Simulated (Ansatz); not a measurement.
System: BiB2P (ordered alloy, started on the zincblende lattice) (I-42d).

```xyz
8
Lattice="-2.5179 2.5179 4.9124 2.5179 -2.5179 4.9124 2.5179 2.5179 -4.9124" Properties=species:S:1:pos:R:3 pbc="T T T"
P     0.0000    0.0000    0.0000
B     1.5972    1.2590    3.6843
P     2.5179    0.0000    2.4562
B    -1.2590    1.5972    6.1405
Bi    0.0000    0.0000    4.9124
B     0.9207    1.2590   -1.2281
Bi    0.0000    2.5179    2.4562
B     1.2590   -1.5972    6.1405
```

The structure was relaxed with PBE. The runs that relaxed it are not among those shown. Spin-orbit coupling is left out unless a run names it. PAW set soft_2, made with PBE.

Gaps computed with Ansatz 0.2.0 without a self-energy: PBE 0.54 eV, r2SCAN 0.68 eV and HSE06 1.11 eV.

Q: What gap should G0W0 on PBE give (4×4×4 mesh, 419 empty bands, screening to 130 eV, default PAW files)?

About 0.98 eV: on its mesh the run moves the gap from 0.54 eV by +0.44 eV. Among the scalar-relativistic levels given, HSE06 is nearest (+0.13 eV). Bands and cutoff are finite, so the gap is not at the basis limit. The miss can reach some tenths of an eV and take either sign; the mesh is an error of its own. The many-body steps are scalar-relativistic: spin-orbit coupling is not in them.

[Paths, hosts, dates, memory and timing lines, banners, echoed tables and standing remarks are left out of the program output.]

[Logs are printed without paths, hosts, clocks, repeated set-up lines and the standing remarks that a program may print on its own settings, such as how far it seeks lower states.]

[Runs of the session that timed out or met a known fault of the program may be left out.]

[Cells called generated may have been cut or substituted from an entry of the Crystallography Open Database or the Materials Project.]

[Hosts, paths, dates, database ids (printed as entryN), source tags and the programs' standing remarks are cut or masked in the printed files.]
